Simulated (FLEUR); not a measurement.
# MnO (Manganosite): parallel and opposed starts

Aim: find out whether MnO (Manganosite) carries moments, and which collinear order costs least.

Method: LDA (VWN) with U = 4.9 eV, J = 0.9 eV on Mn d; all-electron FLAPW, Dirac cores, scalar-relativistic bands, in FLEUR MaX-R8.1.

Report form: the programs' logs are mostly left out.

**1. Starting point**

The structure is cubic, space group Fm-3m (No. 225). The conventional cell has a = 4.446 Å, b = 4.446 Å, c = 4.446 Å, α = 90.00°, β = 90.00°, γ = 90.00°. Nearest to Mn lie 6 O at 2.22 Å. Nearest to O lie 6 Mn at 2.22 Å. Farther neighbours and most contacts between anions are not listed.

Coordinates:

```
Mn O
1.0
     0.00000    2.22300    2.22300
     2.22300    0.00000    2.22300
     2.22300    2.22300    0.00000
Mn O
1 1
Direct
  0.00000 0.00000 0.00000
  0.50000 0.50000 0.50000
```

**2. Start 1: ferro +**

The parallel start comes first: it shows whether parallel moments hold. A Hubbard U acts on the open shell, since semilocal functionals spread its electrons too much.

inpgen writes inp.xml from crystal.txt; cutoffs, mixing, functional, smearing and local orbitals are then set in the file. The k list default-1 (kpts.xml, not shown) is a Γ-centred 8×8×8 mesh; where the ranks do not divide the number of points, some are split in two of half the weight.

Contents of inp.xml:

```
<?xml version="1.0" encoding="UTF-8" standalone="no"?>
<fleurInput fleurInputVersion="0.39">
   <comment>
      MnO
   </comment>
   <calculationSetup>
      <cutoffs Kmax="4.05" Gmax="12.1" GmaxXC="12.1" numbands="0"/>
      <scfLoop itmax="130" minDistance="0.0001" maxIterBroyd="15" imix="Anderson" alpha="0.05" precondParam="0.0" spinf="2.0" sdNocoIR="T"/>
      <coreElectrons ctail="T" frcor="F" kcrel="0" coretail_lmax="0"/>
      <xcFunctional name="vwn" relativisticCorrections="F"/>
      <magnetism jspins="2"/>
      <soc l_soc="F" theta="0.0" phi="0.0" spav="F"/>
      <expertModes spex="0" secvar="F"/>
      <geometryOptimization l_f="F" forcealpha="1.0" forcemix="BFGS" epsdisp="0.00001" epsforce="0.00001"/>
      <ldaU l_linMix="F" mixParam="0.05" spinf="1.0"/>
   </calculationSetup>
   <cell>
      <bzIntegration valenceElectrons="21.0" mode="hist" fermiSmearingEnergy="0.00110248">
         <kPointListSelection listName="default-1"/>
         <xi:include xmlns:xi="http://www.w3.org/2001/XInclude" href="kpts.xml"> </xi:include>
      </bzIntegration>
      <xi:include xmlns:xi="http://www.w3.org/2001/XInclude" href="sym.xml"> </xi:include>
      <bulkLattice scale="1.0">
         <bravaisMatrix>
            <row-1>    0.0000000000000000     4.2008611749857998     4.2008611749857998</row-1>
            <row-2>    4.2008611749857998     0.0000000000000000     4.2008611749857998</row-2>
            <row-3>    4.2008611749857998     4.2008611749857998     0.0000000000000000</row-3>
         </bravaisMatrix>
      </bulkLattice>
   </cell>
   <atomSpecies>
      <species name="Manganese 4.500" element="Mn" atomicNumber="25">
         <mtSphere radius="2.62" gridPoints="867" logIncrement="0.014"/>
         <atomicCutoffs lmax="10" lnonsphr="8"/>
         <electronConfig flipSpins="F">
            <coreConfig>(1s1/2) (2s1/2) (2p1/2) (2p3/2)</coreConfig>
            <valenceConfig>(3s1/2) (3p1/2) (3p3/2) (4s1/2) (3d3/2) (3d5/2)</valenceConfig>
            <stateOccupation state="(3d3/2)" spinUp="1.75" spinDown="0.25"/>
            <stateOccupation state="(3d5/2)" spinUp="3.0" spinDown="0.0"/>
         </electronConfig>
         <energyParameters s="4" p="4" d="3" f="4"/>
         <ldaU l="2" U="4.9" J="0.9" l_amf="F"/>
         <lo type="SCLO" l="0" n="3" eDeriv="0"/>
         <lo type="SCLO" l="1" n="3" eDeriv="0"/>
      </species>
      <species name="Oxygen (O)" element="O" atomicNumber="8">
         <mtSphere radius="1.48" gridPoints="489" logIncrement="0.022"/>
         <atomicCutoffs lmax="6" lnonsphr="4"/>
         <electronConfig flipSpins="F">
            <coreConfig>(1s1/2)</coreConfig>
            <valenceConfig>(2s1/2) (2p1/2) (2p3/2)</valenceConfig>
            <stateOccupation state="(2p1/2)" spinUp="0.666667" spinDown="0.666667"/>
            <stateOccupation state="(2p3/2)" spinUp="1.333333" spinDown="1.333333"/>
         </electronConfig>
         <energyParameters s="2" p="2" d="3" f="4"/>
      </species>
   </atomSpecies>
   <atomGroups>
      <atomGroup species="Manganese 4.500">
         <relPos label="                   1">.0000000000 .0000000000 .0000000000</relPos>
         <force calculate="T" relaxXYZ="TTT"/>
      </atomGroup>
      <atomGroup species="Oxygen (O)">
         <relPos label="                   2">1.000/2.000 1.000/2.000 1.000/2.000</relPos>
         <force calculate="T" relaxXYZ="TTT"/>
      </atomGroup>
   </atomGroups>
   <output dos="F" band="F" slice="F">
      <bandDOS minEnergy="-.5*Htr" maxEnergy="0.5*Htr" sigma="0.015" storeEVData="T"/>
      <plotting iplot="0" polar="F">
         <plot TwoD="T" vec1="  1.0  0.0  0.0" vec2="  0.0  1.0  0.0" vec3="  0.0  0.0  1.0" zero="  0.0  0.0  0.0" file="plot"/>
      </plotting>
      <moessbauerParams electricFieldGradient="F" isomerShift="F" coreHyperfine="F" valenceHyperfine="F"/>
   </output>
</fleurInput>
```

Contents of crystal.txt:

```
MnO
&input film=F cartesian=F /
0.00000000000  2.22300000000  2.22300000000
2.22300000000  0.00000000000  2.22300000000
2.22300000000  2.22300000000  0.00000000000
1.8897261246
1.0 1.0 1.0

2
25 0.00000000000  0.00000000000  0.00000000000 : 4.500
8 0.50000000000  0.50000000000  0.50000000000

&kpt div1=8 div2=8 div3=8 gamma=T /
```

On the command line:

```bash
> OMP_NUM_THREADS=1 inpgen -f crystal.txt > inpgen.log  # inp.xml is then edited as shown
> OMP_NUM_THREADS=1 mpirun -n 4 fleur_MPI > fleur.log
```

Wall time 8 s (4 MPI ranks of Intel Xeon Platinum 8488C (Sapphire Rapids), shared host); peak memory 0.23 GiB.

Numbers from this step:

| Item | Value |
| --- | --- |
| free energy | -33505.8797 eV |
| program's band gap on this mesh (in a metal only a level spacing) | 0.2947 eV |
| magnetization | 5 μB |
| final state | ferromagnetic |
| largest moment | 4.704 μB |

After 16 cycles the largest moment stands at 4.70 μB.

**3. Run 2 (antiferro q=(0,1/2,1/2) +-)**

Reversing part of the moments tests the sign of the couplings between them.

The cell is doubled to 4 atoms to hold this order. The mesh is halved along the doubled vector, so that both cells sample the same points. The k list default-1 (kpts.xml, not shown) is a Γ-centred 8×4×8 mesh.

Edit inp.xml of step 2 so:

```diff
@@ -17,3 +17,3 @@
    <cell>
-      <bzIntegration valenceElectrons="21.0" mode="hist" fermiSmearingEnergy="0.00110248">
+      <bzIntegration valenceElectrons="42.0" mode="hist" fermiSmearingEnergy="0.00110248">
          <kPointListSelection listName="default-1"/>
@@ -25,4 +25,4 @@
             <row-1>    0.0000000000000000     4.2008611749857998     4.2008611749857998</row-1>
-            <row-2>    4.2008611749857998     0.0000000000000000     4.2008611749857998</row-2>
-            <row-3>    4.2008611749857998     4.2008611749857998     0.0000000000000000</row-3>
+            <row-2>    8.4017223499715996     0.0000000000000000     8.4017223499715996</row-2>
+            <row-3>    8.4017223499715996     4.2008611749857998     4.2008611749857998</row-3>
          </bravaisMatrix>
@@ -39,2 +39,16 @@
             <stateOccupation state="(3d5/2)" spinUp="3.0" spinDown="0.0"/>
+         </electronConfig>
+         <energyParameters s="4" p="4" d="3" f="4"/>
+         <ldaU l="2" U="4.9" J="0.9" l_amf="F"/>
+         <lo type="SCLO" l="0" n="3" eDeriv="0"/>
+         <lo type="SCLO" l="1" n="3" eDeriv="0"/>
+      </species>
+      <species name="Manganese -4.500" element="Mn" atomicNumber="25">
+         <mtSphere radius="2.62" gridPoints="867" logIncrement="0.014"/>
+         <atomicCutoffs lmax="10" lnonsphr="8"/>
+         <electronConfig flipSpins="F">
+            <coreConfig>(1s1/2) (2s1/2) (2p1/2) (2p3/2)</coreConfig>
+            <valenceConfig>(3s1/2) (3p1/2) (3p3/2) (4s1/2) (3d3/2) (3d5/2)</valenceConfig>
+            <stateOccupation state="(3d3/2)" spinUp="0.25" spinDown="1.75"/>
+            <stateOccupation state="(3d5/2)" spinUp="0.0" spinDown="3.0"/>
          </electronConfig>
@@ -62,4 +76,12 @@
       </atomGroup>
+      <atomGroup species="Manganese -4.500">
+         <relPos label="                   2">.0000000000 1.000/2.000 .0000000000</relPos>
+         <force calculate="T" relaxXYZ="TTT"/>
+      </atomGroup>
       <atomGroup species="Oxygen (O)">
-         <relPos label="                   2">1.000/2.000 1.000/2.000 1.000/2.000</relPos>
+         <relPos label="                   3">1.000/2.000 .0000000000 1.000/2.000</relPos>
+         <force calculate="T" relaxXYZ="TTT"/>
+      </atomGroup>
+      <atomGroup species="Oxygen (O)">
+         <relPos label="                   4">1.000/2.000 1.000/2.000 1.000/2.000</relPos>
          <force calculate="T" relaxXYZ="TTT"/>
```

Contents of crystal.txt:

```
MnO
&input film=F cartesian=F /
0.00000000000  2.22300000000  2.22300000000
4.44600000000  0.00000000000  4.44600000000
4.44600000000  2.22300000000  2.22300000000
1.8897261246
1.0 1.0 1.0

4
25 0.00000000000  0.00000000000  0.00000000000 : 4.500
25 0.00000000000  0.50000000000  0.00000000000 : -4.500
8 0.50000000000  0.00000000000  0.50000000000
8 0.50000000000  0.50000000000  0.50000000000

&kpt div1=8 div2=4 div3=8 gamma=T /
```

Run time: 46 s. Hardware: 4 MPI ranks; peak memory 0.43 GiB; 3.1 min of CPU time.

Spin moment in the muffin-tin sphere by atom:

| atom | spin moment in the muffin-tin sphere (μB) |
| --- | --- |
| Mn1 | 4.68 |
| Mn2 | -4.68 |
| O3 | -0.05 |
| O4 | 0.05 |

This step gave:

```yaml
free_energy: -67011.8335 eV
program_s_band_gap_on_this_mesh_in_a_metal_only_a_level_spacing: 0.7835 eV
magnetization: 0 μB
final_state: antiferromagnetic
```

It lies 37.1 meV a seeded atom under the first start, and its largest moment is 4.68 μB against 4.70 μB.

**4. Run 3 (antiferro q=(0,0,1/2) +-)**

This order needs a doubled cell of 4 atoms. The mesh is halved along the doubled vector, so that both cells sample the same points. The k list default-1 (kpts.xml, not shown) is a Γ-centred 8×8×4 mesh.

Edit inp.xml of step 3 so:

```diff
@@ -25,4 +25,4 @@
             <row-1>    0.0000000000000000     4.2008611749857998     4.2008611749857998</row-1>
-            <row-2>    8.4017223499715996     0.0000000000000000     8.4017223499715996</row-2>
-            <row-3>    8.4017223499715996     4.2008611749857998     4.2008611749857998</row-3>
+            <row-2>    4.2008611749857998     0.0000000000000000     4.2008611749857998</row-2>
+            <row-3>    8.4017223499715996     8.4017223499715996     0.0000000000000000</row-3>
          </bravaisMatrix>
@@ -77,3 +77,3 @@
       <atomGroup species="Manganese -4.500">
-         <relPos label="                   2">.0000000000 1.000/2.000 .0000000000</relPos>
+         <relPos label="                   2">.0000000000 .0000000000 1.000/2.000</relPos>
          <force calculate="T" relaxXYZ="TTT"/>
@@ -81,7 +81,4 @@
       <atomGroup species="Oxygen (O)">
-         <relPos label="                   3">1.000/2.000 .0000000000 1.000/2.000</relPos>
-         <force calculate="T" relaxXYZ="TTT"/>
-      </atomGroup>
-      <atomGroup species="Oxygen (O)">
-         <relPos label="                   4">1.000/2.000 1.000/2.000 1.000/2.000</relPos>
+         <relPos label="                   3">1.000/2.000 1.000/2.000 1.000/4.000</relPos>
+         <relPos label="                   4">1.000/2.000 1.000/2.000 -1.000/4.000</relPos>
          <force calculate="T" relaxXYZ="TTT"/>
```

Contents of crystal.txt:

```
MnO
&input film=F cartesian=F /
0.00000000000  2.22300000000  2.22300000000
2.22300000000  0.00000000000  2.22300000000
4.44600000000  4.44600000000  0.00000000000
1.8897261246
1.0 1.0 1.0

4
25 0.00000000000  0.00000000000  0.00000000000 : 4.500
25 0.00000000000  0.00000000000  0.50000000000 : -4.500
8 0.50000000000  0.50000000000  0.25000000000
8 0.50000000000  0.50000000000  0.75000000000

&kpt div1=8 div2=8 div3=4 gamma=T /
```

The job ended after 39 s (4 MPI ranks; peak memory 0.39 GiB).

Spin moment in the muffin-tin sphere by atom:

| atom | spin moment in the muffin-tin sphere (μB) |
| --- | --- |
| Mn1 | 4.62 |
| Mn2 | -4.62 |
| O3 | 0.00 |
| O4 | 0.00 |

Read from the output:

```yaml
free_energy: -67011.8884 eV
program_s_band_gap_on_this_mesh_in_a_metal_only_a_level_spacing: 1.767 eV
magnetization: 0 μB
final_state: antiferromagnetic
```

It lies 64.5 meV a seeded atom under the first start, and its largest moment is 4.62 μB against 4.70 μB.

**5. A faulty input**

An input with a fault is tried, to see how the program answers.

Edit inp.xml of step 2 so:

```diff
@@ -7,3 +7,3 @@
       <cutoffs Kmax="4.05" Gmax="12.1" GmaxXC="12.1" numbands="0"/>
-      <scfLoop itmax="130" minDistance="0.0001" maxIterBroyd="15" imix="Anderson" alpha="0.05" precondParam="0.0" spinf="2.0" sdNocoIR="T"/>
+      <scfLoop itmax="50" minDistance="0.0001" maxIterBroyd="15" imix="straight" alpha="0.6" precondParam="0.0" spinf="2.0" sdNocoIR="T"/>
       <coreElectrons ctail="T" frcor="F" kcrel="0" coretail_lmax="0"/>
```

crystal.txt is that of step 2.

Wall time 18 s (4 MPI ranks); peak memory 0.23 GiB.

The run ended with an error.

The program's message: “Too low eigenvalue detected”

The fault in the input: linear mixing far too strong.

After 38 cycles the density distance stands at 853 me/bohr³, far over its least value of 20: the cycles have run away.

Taking so much of each new density makes the cycles overshoot; a small alpha with Anderson mixing is the cure.

**6. Ranking**

Free energies are divided by the number of seeded atoms, so that cells of unlike size compare. Wavevectors q in the names are fractions of the primitive cell's reciprocal vectors.

Orders:

| start | final state | typed order kept | energy over the lowest (meV a seeded atom) | largest sphere moment (μB) | net moment (μB a primitive cell) | mesh matched | CPU time (s) |
| --- | --- | --- | --- | --- | --- | --- | --- |
| ferro + | ferromagnetic | yes | 64.5 | 4.704 | 5 | yes | 30.71 |
| antiferro q=(0,1/2,1/2) +- | antiferromagnetic | yes | 27.43 | 4.678 | 0 | yes | 184.4 |
| antiferro q=(0,0,1/2) +- | antiferromagnetic | yes | 0 | 4.622 | 0 | yes | 155.6 |

**7. Spin–orbit coupling, moments along [001]**

Spin–orbit coupling ties the spins to the lattice and lets orbital moments form.

A new self-consistent run of the start antiferro q=(0,0,1/2) +-, with the moments along z.

Edit inp.xml of step 2 so:

```diff
@@ -6,3 +6,3 @@
    <calculationSetup>
-      <cutoffs Kmax="4.05" Gmax="12.1" GmaxXC="12.1" numbands="0"/>
+      <cutoffs Kmax="4.05" Gmax="12.1" GmaxXC="12.1" numbands="122"/>
       <scfLoop itmax="130" minDistance="0.0001" maxIterBroyd="15" imix="Anderson" alpha="0.05" precondParam="0.0" spinf="2.0" sdNocoIR="T"/>
@@ -11,3 +11,3 @@
       <magnetism jspins="2"/>
-      <soc l_soc="F" theta="0.0" phi="0.0" spav="F"/>
+      <soc l_soc="T" theta="0.0" phi="0.0" spav="F"/>
       <expertModes spex="0" secvar="F"/>
@@ -17,3 +17,3 @@
    <cell>
-      <bzIntegration valenceElectrons="21.0" mode="hist" fermiSmearingEnergy="0.00110248">
+      <bzIntegration valenceElectrons="42.0" mode="hist" fermiSmearingEnergy="0.00110248">
          <kPointListSelection listName="default-1"/>
@@ -26,3 +26,3 @@
             <row-2>    4.2008611749857998     0.0000000000000000     4.2008611749857998</row-2>
-            <row-3>    4.2008611749857998     4.2008611749857998     0.0000000000000000</row-3>
+            <row-3>    8.4017223499715996     8.4017223499715996     0.0000000000000000</row-3>
          </bravaisMatrix>
@@ -39,2 +39,16 @@
             <stateOccupation state="(3d5/2)" spinUp="3.0" spinDown="0.0"/>
+         </electronConfig>
+         <energyParameters s="4" p="4" d="3" f="4"/>
+         <ldaU l="2" U="4.9" J="0.9" l_amf="F"/>
+         <lo type="SCLO" l="0" n="3" eDeriv="0"/>
+         <lo type="SCLO" l="1" n="3" eDeriv="0"/>
+      </species>
+      <species name="Manganese -4.500" element="Mn" atomicNumber="25">
+         <mtSphere radius="2.62" gridPoints="867" logIncrement="0.014"/>
+         <atomicCutoffs lmax="10" lnonsphr="8"/>
+         <electronConfig flipSpins="F">
+            <coreConfig>(1s1/2) (2s1/2) (2p1/2) (2p3/2)</coreConfig>
+            <valenceConfig>(3s1/2) (3p1/2) (3p3/2) (4s1/2) (3d3/2) (3d5/2)</valenceConfig>
+            <stateOccupation state="(3d3/2)" spinUp="0.25" spinDown="1.75"/>
+            <stateOccupation state="(3d5/2)" spinUp="0.0" spinDown="3.0"/>
          </electronConfig>
@@ -62,4 +76,9 @@
       </atomGroup>
+      <atomGroup species="Manganese -4.500">
+         <relPos label="                   2">.0000000000 .0000000000 1.000/2.000</relPos>
+         <force calculate="T" relaxXYZ="TTT"/>
+      </atomGroup>
       <atomGroup species="Oxygen (O)">
-         <relPos label="                   2">1.000/2.000 1.000/2.000 1.000/2.000</relPos>
+         <relPos label="                   3">1.000/2.000 1.000/2.000 1.000/4.000</relPos>
+         <relPos label="                   4">1.000/2.000 1.000/2.000 -1.000/4.000</relPos>
          <force calculate="T" relaxXYZ="TTT"/>
```

Contents of crystal.txt:

```
MnO
&input film=F cartesian=F /
0.00000000000  2.22300000000  2.22300000000
2.22300000000  0.00000000000  2.22300000000
4.44600000000  4.44600000000  0.00000000000
1.8897261246
1.0 1.0 1.0

4
25 0.00000000000  0.00000000000  0.00000000000 : 4.500
25 0.00000000000  0.00000000000  0.50000000000 : -4.500
8 0.50000000000  0.50000000000  0.25000000000
8 0.50000000000  0.50000000000  0.75000000000

&soc 0.0000000 0.0000000 /
&kpt div1=8 div2=8 div3=4 gamma=T /
```

Wall time 3.7 min (4 MPI ranks); peak memory 0.84 GiB; 15 min of CPU time.

Spin moment in the muffin-tin sphere by atom:

| atom | spin moment in the muffin-tin sphere (μB) |
| --- | --- |
| Mn1 | 4.62 |
| Mn2 | -4.62 |
| O3 | 0.00 |
| O4 | 0.00 |

Numbers from this step:

```
free energy                                                       : -67011.9087 eV
program's band gap on this mesh (in a metal only a level spacing) : 1.767 eV
magnetization                                                     : 0 μB
final state                                                       : antiferromagnetic
orbital moment along the spin                                     : 0 μB
```

Orbital moment in the sphere, along the spin axis by atom:

| atom | orbital moment in the sphere, along the spin axis (μB) |
| --- | --- |
| Mn1 | 0.0002 |
| Mn2 | -0.0002 |
| O3 | 0.0000 |
| O4 | 0.0000 |

**8. What came out**

```json
{
 "lowest state found": "antiferromagnetic (typed antiferro q=(0,0,1/2) +-)",
 "largest site spin moment": "4.62 μB",
 "next finished state": "antiferromagnetic, 27.4 meV a seeded atom higher",
 "orbital moment on the atom of largest spin, along its spin (spin–orbit run)": "2.0e-4 μB"
}
```

In words: The lowest state found is antiferromagnetic, reached from the start antiferro q=(0,0,1/2) +-, with moments up to 4.62 μB. The next finished state costs 27 meV a seeded atom. The shell is near half filling, where Hund's rules give no orbital moment. Only 3 starts were tried; other patterns of signs, canted and longer-period orders were not. Under a U the differences between the orders can hold more than exchange, though the occupations look alike: the program's gaps run from 0.29 to 1.77 eV.

[Logs and program files are shortened in this print: banners, set-up blocks, solver, clock and traceback lines can be left out without a mark of their own.]

[Logs are printed without paths, hosts, clocks, repeated set-up lines and the standing remarks that a program may print on its own settings, such as how far it seeks lower states.]

[Hosts, paths, dates, database ids (printed as entryN), source tags and the programs' standing remarks are cut or masked in the printed files.]

[Where a cell is said to come from a database of computed structures, the database is the Materials Project.]
